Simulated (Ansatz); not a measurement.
# Work function of Cu(110): what the settings cost and change, part 2 of 2

Aim: the numerical settings behind the work function of Cu(110), with the cost of each.

Ansatz 0.2.0; plane-wave DFT, PBE, Ansatz PAW.

So far, work function, upper face (eV): step 2 (run, setting cutoff 200 eV) 4.88; step 3 (run) 4.32; step 4 (run) 4.32; step 5 (run) 4.32; step 6 (other k-mesh, other cutoff) 4.24.

### 7. Run

File input.yaml:

```yaml
crystal:
  lattice:
    - [3.61, 0.0, 0.0]
    - [0.0, 2.5526554801, 0.0]
    - [0.0, 0.0, 25.6579664403]
  atoms:
    - { symbol: Cu, position: [0.0, 0.0, 0.3507682505] }
    - { symbol: Cu, position: [0.5, 0.5, 0.400512167] }
    - { symbol: Cu, position: [0.0, 0.0, 0.4502560835] }
    - { symbol: Cu, position: [0.5, 0.5, 0.5] }
    - { symbol: Cu, position: [0.0, 0.0, 0.5497439165] }
    - { symbol: Cu, position: [0.5, 0.5, 0.599487833] }
    - { symbol: Cu, position: [0.0, 0.0, 0.6492317495] }
kpoints:
  mp_grid: { grid: [4, 5, 1] }
hamiltonian:
  xc: pbe
scf:
  occupations: { method: fermi_dirac, width: 0.1 }
  convergence: { dr2_threshold: 1.0e-09 }
efield:
  axis: 3
  dipole_correction: true
  ramp_position: 0.97
  ramp_width: 0.06
output:
  write_potential: true
  write_density: true
  volumetric_format: npy
```

On the command line:

```
$ ansatz run input.yaml --threads 2 --pin off --max-ram 3072MiB --backend cpu --events-out ev --progress --plain --runs-dir out
```

What it wrote:

```text
[...]
Crystal: 7 atoms, lattice volume = 236.440 Å³
Basis set: ecut = 420 eV, 4649 PW (Γ)
Bands: 80, of which v1, the nominal top of the filled ones, is band 67 counted from 1 (66 counted from 0)
Symmetry: 4 space group operations
k-points: 9 of 20
[...]
k-point 0: bands = [... 63 lower, 1.5969, 1.7246, 1.7474, 2.0254, 3.4106, 5.3452, 5.3948, 6.9593, ... 9 higher]
  k-point 1: bands = [... 63 lower, 1.5735, 1.6718, 1.6820, 2.4370, 4.2165, 6.2846, 7.0954, 7.8442, ... 9 higher]
  k-point 2: bands = [... 63 lower, 1.8480, 2.0096, 2.3348, 4.0000, 4.9350, 5.6443, 5.6843, 8.0573, ... 9 higher]
  k-point 8: bands = [... 63 lower, 2.5104, 2.6603, 3.7632, 4.0947, 5.2931, 5.9951, 7.2267, 7.9766, ... 9 higher]
[key lines of the parts left out:]
SCF converged after 12 iterations
Free energy (F): -46374.548577 eV
Fermi energy:    3.012121 eV
Dipole field:    D = 0.000001 V/Å  (p = 0.000001 e·Å, saw-weighted, corrected)
Work function:   Φ+ = 4.3730 eV   Φ− = 4.3730 eV
```

It took 36 s on 2 threads of Arm Neoverse N1, shared host; peak memory 0.55 GiB; 49 s of CPU time.

The work function is 4.373 eV, +0.056 eV from the run “cutoff 420 eV”, at 0.16 times its CPU time.

### 8. Slab

input.yaml: that of step 7 with these lines changed.

```diff
@@ -14,3 +14,3 @@
 kpoints:
-  mp_grid: { grid: [4, 5, 1] }
+  mp_grid: { grid: [7, 11, 1] }
 hamiltonian:
```

What it wrote:

```text
[...]
Crystal: 7 atoms, lattice volume = 236.440 Å³
Basis set: ecut = 420 eV, 4649 PW (Γ)
Bands: 80, of which v1, the nominal top of the filled ones, is band 67 counted from 1 (66 counted from 0)
Symmetry: 4 space group operations
k-points: 24 of 77
[...]
k-point 0: bands = [... 63 lower, 1.5473, 1.6737, 1.7017, 2.0024, 3.3910, 5.3065, 5.3798, 6.9684, ... 9 higher]
  k-point 1: bands = [... 63 lower, 1.5078, 1.5731, 1.6892, 2.0909, 3.5653, 5.5744, 5.7261, 7.1549, ... 9 higher]
  k-point 2: bands = [... 63 lower, 1.5296, 1.6237, 1.6628, 2.3386, 4.0612, 6.1244, 6.7922, 7.7033, ... 9 higher]
  k-point 23: bands = [... 63 lower, 2.5081, 3.2878, 4.0055, 4.9322, 5.7401, 6.9766, 7.0513, 7.4158, ... 9 higher]
[key lines of the parts left out:]
SCF converged after 12 iterations
Free energy (F): -46374.418850 eV
Fermi energy:    3.095340 eV
Dipole field:    D = 0.000000 V/Å  (p = 0.000000 e·Å, saw-weighted, corrected)
Work function:   Φ+ = 4.3146 eV   Φ− = 4.3146 eV
```

Wall time 1.8 min (2 threads); peak memory 0.76 GiB; 2.5 min of CPU time.

The work function is 4.315 eV, -0.002 eV from the run “cutoff 420 eV”, at 0.49 times its CPU time.

### 9. Run

input.yaml: that of step 8 with these lines changed.

```diff
@@ -14,3 +14,3 @@
 kpoints:
-  mp_grid: { grid: [7, 11, 1] }
+  mp_grid: { grid: [16, 24, 1] }
 hamiltonian:
```

What it wrote:

```text
[...]
Crystal: 7 atoms, lattice volume = 236.440 Å³
Basis set: ecut = 420 eV, 4649 PW (Γ)
Bands: 80, of which v1, the nominal top of the filled ones, is band 67 counted from 1 (66 counted from 0)
Symmetry: 4 space group operations
k-points: 117 of 384
[...]
k-point 0: bands = [... 63 lower, 1.5570, 1.6819, 1.7127, 2.0122, 3.3994, 5.3245, 5.3859, 6.9650, ... 9 higher]
  k-point 1: bands = [... 63 lower, 1.5421, 1.6804, 1.6894, 2.0315, 3.4364, 5.4168, 5.4272, 7.0043, ... 9 higher]
  k-point 2: bands = [... 63 lower, 1.5124, 1.5999, 1.6996, 2.0869, 3.5460, 5.5496, 5.6804, 7.1218, ... 9 higher]
  k-point 116: bands = [... 63 lower, 2.9458, 3.0683, 4.6408, 4.8955, 6.6429, 7.0015, 7.0169, 7.1312, ... 9 higher]
[key lines of the parts left out:]
SCF converged after 12 iterations
Free energy (F): -46374.416472 eV
Fermi energy:    3.083568 eV
Dipole field:    D = -0.000000 V/Å  (p = -0.000000 e·Å, saw-weighted, corrected)
Work function:   Φ+ = 4.3174 eV   Φ− = 4.3174 eV
```

Wall time 6.8 min (2 threads); peak memory 2.1 GiB.

The work function is 4.317 eV, +0.000 eV from the run “cutoff 420 eV”, at 2.4 times its CPU time.

### 10. Slab

input.yaml: that of step 9 with these lines changed.

```diff
@@ -14,3 +14,3 @@
 kpoints:
-  mp_grid: { grid: [16, 24, 1] }
+  mp_grid: { grid: [11, 16, 1] }
 hamiltonian:
@@ -18,3 +18,3 @@
 scf:
-  occupations: { method: fermi_dirac, width: 0.1 }
+  occupations: { method: gaussian, width: 0.05 }
   convergence: { dr2_threshold: 1.0e-09 }
```

What it wrote:

```text
[...]
Crystal: 7 atoms, lattice volume = 236.440 Å³
Basis set: ecut = 420 eV, 4649 PW (Γ)
Bands: 80, of which v1, the nominal top of the filled ones, is band 67 counted from 1 (66 counted from 0)
Symmetry: 4 space group operations
k-points: 54 of 176
[...]
k-point 0: bands = [... 63 lower, 1.5677, 1.6894, 1.7253, 2.0218, 3.4065, 5.3435, 5.3901, 6.9621, ... 9 higher]
  k-point 1: bands = [... 63 lower, 1.5354, 1.6559, 1.7053, 2.0645, 3.4893, 5.4826, 5.5483, 7.0504, ... 9 higher]
  k-point 2: bands = [... 63 lower, 1.5350, 1.5946, 1.7123, 2.1840, 3.7311, 5.7525, 6.1052, 7.3133, ... 9 higher]
  k-point 53: bands = [... 63 lower, 2.9642, 3.0847, 4.6072, 4.8456, 6.5462, 6.9354, 7.1063, 7.1414, ... 9 higher]
[key lines of the parts left out:]
SCF converged after 13 iterations
Free energy (F): -46374.377536 eV
Fermi energy:    3.084446 eV
Dipole field:    D = -0.000000 V/Å  (p = -0.000000 e·Å, saw-weighted, corrected)
Work function:   Φ+ = 4.3091 eV   Φ− = 4.3091 eV
```

Run time: 3.5 min. Hardware: 2 threads; peak memory 1.2 GiB; 5.6 min of CPU time.

The work function is 4.309 eV, -0.008 eV from the run “cutoff 420 eV”, at 1.1 times its CPU time.

### 11. Run

input.yaml: that of step 10 with these lines changed.

```diff
@@ -18,3 +18,3 @@
 scf:
-  occupations: { method: gaussian, width: 0.05 }
+  occupations: { method: methfessel_paxton, width: 0.2 }
   convergence: { dr2_threshold: 1.0e-09 }
```

What it wrote:

```text
[...]
Crystal: 7 atoms, lattice volume = 236.440 Å³
Basis set: ecut = 420 eV, 4649 PW (Γ)
Bands: 80, of which v1, the nominal top of the filled ones, is band 67 counted from 1 (66 counted from 0)
Symmetry: 4 space group operations
k-points: 54 of 176
[...]
k-point 0: bands = [... 63 lower, 1.5646, 1.6879, 1.7215, 2.0186, 3.4052, 5.3380, 5.3895, 6.9635, ... 9 higher]
  k-point 1: bands = [... 63 lower, 1.5322, 1.6524, 1.7027, 2.0613, 3.4880, 5.4821, 5.5427, 7.0518, ... 9 higher]
  k-point 2: bands = [... 63 lower, 1.5335, 1.5878, 1.7083, 2.1810, 3.7299, 5.7521, 6.0991, 7.3147, ... 9 higher]
  k-point 53: bands = [... 63 lower, 2.9589, 3.0808, 4.6043, 4.8432, 6.5443, 6.9320, 7.0992, 7.1332, ... 9 higher]
[key lines of the parts left out:]
SCF converged after 12 iterations
Free energy (F): -46374.376814 eV
Fermi energy:    3.084057 eV
Dipole field:    D = -0.000000 V/Å  (p = -0.000000 e·Å, saw-weighted, corrected)
Work function:   Φ+ = 4.3108 eV   Φ− = 4.3108 eV
```

It took 4.1 min on 2 threads; peak memory 1.2 GiB; 5.5 min of CPU time.

The work function is 4.311 eV, -0.006 eV from the run “cutoff 420 eV”, at 1.1 times its CPU time.

### 12. Slab

input.yaml: that of step 11 with these lines changed.

```diff
@@ -18,3 +18,3 @@
 scf:
-  occupations: { method: methfessel_paxton, width: 0.2 }
+  occupations: { method: fermi_dirac, width: 0.3 }
   convergence: { dr2_threshold: 1.0e-09 }
```

What it wrote:

```text
band count auto-derived: 87 (N_el = 133.0; filled up to band 67; 80 by the electrons, moments and atoms)
[...]
Crystal: 7 atoms, lattice volume = 236.440 Å³
Basis set: ecut = 420 eV, 4649 PW (Γ)
Bands: 87, of which v1, the nominal top of the filled ones, is band 67 counted from 1 (66 counted from 0)
Symmetry: 4 space group operations
k-points: 54 of 176
[...]
k-point 0: bands = [... 63 lower, 1.4645, 1.5899, 1.6237, 1.9407, 3.3536, 5.2669, 5.3470, 6.9583, ... 16 higher]
  k-point 1: bands = [... 63 lower, 1.4332, 1.5552, 1.6060, 1.9831, 3.4363, 5.4399, 5.4708, 7.0467, ... 16 higher]
  k-point 2: bands = [... 63 lower, 1.4393, 1.4908, 1.6133, 2.1030, 3.6780, 5.7108, 6.0258, 7.3096, ... 16 higher]
  k-point 53: bands = [... 63 lower, 2.8856, 3.0058, 4.5361, 4.7731, 6.4796, 6.8613, 7.0163, 7.0538, ... 16 higher]
[key lines of the parts left out:]
SCF converged after 12 iterations
Free energy (F): -46374.734696 eV
Fermi energy:    3.066352 eV
Dipole field:    D = 0.000000 V/Å  (p = 0.000000 e·Å, saw-weighted, corrected)
Work function:   Φ+ = 4.3703 eV   Φ− = 4.3703 eV
```

It took 3.5 min on 2 threads; peak memory 1.3 GiB; 6.2 min of CPU time.

The work function is 4.370 eV, +0.053 eV from the run “cutoff 420 eV”, at 1.2 times its CPU time.

### 13. Run

input.yaml: that of step 12 with these lines changed.

```diff
@@ -18,3 +18,3 @@
 scf:
-  occupations: { method: fermi_dirac, width: 0.3 }
+  occupations: { method: cold, width: 0.1 }
   convergence: { dr2_threshold: 1.0e-09 }
```

What it wrote:

```text
[...]
Crystal: 7 atoms, lattice volume = 236.440 Å³
Basis set: ecut = 420 eV, 4649 PW (Γ)
Bands: 80, of which v1, the nominal top of the filled ones, is band 67 counted from 1 (66 counted from 0)
Symmetry: 4 space group operations
k-points: 54 of 176
[...]
k-point 0: bands = [... 63 lower, 1.5672, 1.6901, 1.7252, 2.0201, 3.4077, 5.3429, 5.3902, 6.9622, ... 9 higher]
  k-point 1: bands = [... 63 lower, 1.5349, 1.6558, 1.7055, 2.0628, 3.4904, 5.4828, 5.5476, 7.0506, ... 9 higher]
  k-point 2: bands = [... 63 lower, 1.5354, 1.5931, 1.7121, 2.1825, 3.7321, 5.7527, 6.1044, 7.3134, ... 9 higher]
  k-point 53: bands = [... 63 lower, 2.9642, 3.0842, 4.6080, 4.8462, 6.5471, 6.9353, 7.1053, 7.1399, ... 9 higher]
[key lines of the parts left out:]
SCF converged after 12 iterations
Free energy (F): -46374.375208 eV
Fermi energy:    3.083657 eV
Dipole field:    D = -0.000000 V/Å  (p = -0.000000 e·Å, saw-weighted, corrected)
Work function:   Φ+ = 4.3094 eV   Φ− = 4.3094 eV
```

The job ended after 2.8 min (2 threads; peak memory 1.2 GiB).

The work function is 4.309 eV, -0.008 eV from the run “cutoff 420 eV”, at 1.1 times its CPU time.

### 14. The series together

Times are for 2 threads of Arm Neoverse N1, shared host. Results by setting:

```tsv
no.	setting	work function, upper face (eV)	time	memory (GiB)
1	cutoff 200 eV	4.884	79 s	0.57
2	cutoff 300 eV	4.316	2.4 min	0.82
3	cutoff 420 eV	4.317	2.9 min	1.2
4	cutoff 600 eV	4.316	4.8 min	1.8
5	mesh 2x3	4.242	17 s	0.47
6	mesh 4x5	4.373	36 s	0.55
7	mesh 7x11	4.315	1.8 min	0.76
8	mesh 16x24	4.317	6.8 min	2.1
9	Gaussian smearing 0.05 eV	4.309	3.5 min	1.2
10	methfessel_paxton smearing 0.2 eV	4.311	4.1 min	1.2
11	fermi_dirac smearing 0.3 eV	4.370	3.5 min	1.3
12	cold smearing 0.1 eV	4.309	2.8 min	1.2
```

### 15. A changed input

An input spoilt on purpose, to show how the run answers: it repeats the earlier run “cutoff 200 eV” with efield.amplitude to 1.5, and scf.max_iter set to 100; its output block differs too.

input.yaml: that of step 13 with these lines changed.

```diff
@@ -18,4 +18,5 @@
 scf:
-  occupations: { method: cold, width: 0.1 }
+  occupations: { method: fermi_dirac, width: 0.1 }
   convergence: { dr2_threshold: 1.0e-09 }
+  max_iter: 100
 efield:
@@ -25,2 +26,5 @@
   ramp_width: 0.06
+  amplitude: 1.5
+basis:
+  ecutwfc: "200 eV"
 output:
```

What it wrote:

```text
[...]
Crystal: 7 atoms, lattice volume = 236.440 Å³
Basis set: ecut = 200 eV, 1459 PW (Γ)
Bands: 80, of which v1, the nominal top of the filled ones, is band 67 counted from 1 (66 counted from 0)
Symmetry: 4 space group operations
k-points: 54 of 176
[...]
SCF iter   1: F=—  HF=-46303.910251 eV  |F-HF|=—  |Δ(HF+E_count)|=         —  Δρ=2.67e-1  dr2=1.17e2  ethr=3.10e-3  p=1.003 e·Å  D=7.68e-1 V/Å  ΔV_dip=-19.70 eV  dr2_dipole=1.28e1  V_vac-E_F(+/−)=13.14/2.96 eV  ⟨swp⟩=11.3  Hψ=22347  notcnv=0  defer=85
[...]
SCF iter  18: F=-46268.472784 eV  HF=-46268.472784 eV  |F-HF|=6.62e-10  |Δ(HF+E_count)|=   1.04e-8  Δρ=4.82e-7  dr2=5.33e-10  ethr=1.00e-12  p=0.783 e·Å  D=5.99e-1 V/Å  ΔV_dip=-15.37 eV  dr2_dipole=2.22e-12  V_vac-E_F(+/−)=14.52/0.41 eV  ⟨swp⟩=16.8  Hψ=17155  notcnv=0
[...]
SCF 1 converged in 18 iterations: F = -46268.472784 eV  dr2 = 5.33e-10
[...]
SCF converged after 18 iterations
Free energy (F): -46268.472784 eV
[...]
Internal energy: -46268.419819 eV  (E = F + TS)
E sigma→0 (E₀):  -46268.446301 eV
Entropy (-TS):   -0.052965 eV (-7.566 meV/atom)
Fermi energy:    2.362953 eV
Dipole field:    D = 0.599108 V/Å  (p = 0.782825 e·Å, saw-weighted, corrected)
Work function:   not extracted (applied field tilts the vacuum); planar V_es + V_field profile in the machine report
[...]
--- Band table (eV; the first three rows and the last of 54) ---
  k-point 0: bands = [... 63 lower, -0.4588, -0.4342, -0.4144, 0.7614, 2.5685, 3.5793, 5.1691, 5.5317, ... 9 higher]
  k-point 1: bands = [... 63 lower, -0.4691, -0.4394, -0.3974, 0.8032, 2.6318, 3.6498, 5.2268, 5.7715, ... 9 higher]
  k-point 2: bands = [... 63 lower, -0.5646, -0.4822, -0.4299, 1.0088, 2.8997, 3.9164, 5.5025, 6.2525, ... 9 higher]
  k-point 53: bands = [... 63 lower, 2.8032, 2.8706, 4.3477, 4.5456, 6.2989, 6.4779, 6.5798, 6.7137, ... 9 higher]
```

Elapsed: 89 s, on 2 threads; peak memory 0.55 GiB; 2.9 min of CPU time.

The fault (a field far too strong) makes this run a check alone; its numbers are not taken further.

### 16. Results

- work function, cutoff 200 eV: 4.884 eV
- work function, cutoff 420 eV: 4.317 eV
- work function, cutoff 600 eV: 4.316 eV
- work function, mesh 2x3: 4.242 eV

The run at the highest cutoff gives 4.32 eV, and the settings tried spread the value from 4.24 to 4.88 eV. Against 600 eV, a cutoff of 200 eV is off by +0.567 eV. Against 600 eV, a cutoff of 420 eV is off by +0.001 eV. Against the finest mesh, 16 points along a, the coarser ones are off by -0.08 (2), +0.06 (4) and -0.00 (7) eV. The smearing schemes and widths spread it over 0.06 eV. The program marks the value as in doubt in “cutoff 200 eV”. The ladder's slabs use the tabulated experimental lattice constant (two decimals; a low-temperature value for the alkali metals). In 1 run of the series (cutoff 200 eV) the program warns that electrons reach the sawtooth's ramp, which makes dipole and work function less sure.

Calculation against experiment:

```
                                               quantity  measured    cutoff 600 eV
work function (clean (110) face, a compiled value) (eV)      4.56  4.32 (-0.24 eV)
```

Measured values from arxiv:1902.07811 (2019).

How well it matches: The work function is off by -0.24 eV: fair agreement. No cell relaxation is part of this session.

[Long decimals in the printed logs are rounded to 6 places.]

[Logs are printed without paths, hosts, clocks, repeated set-up lines and the standing remarks that a program may print on its own settings, such as how far it seeks lower states.]

[Hosts, paths, dates, database ids (printed as entryN), source tags and the programs' standing remarks are cut or masked in the printed files.]

[Maps of the electrostatic potential energy from Ansatz leave out the sawtooth potential of an applied field or a dipole correction, so their vacuum need not be flat; planar profiles and work functions include it.]
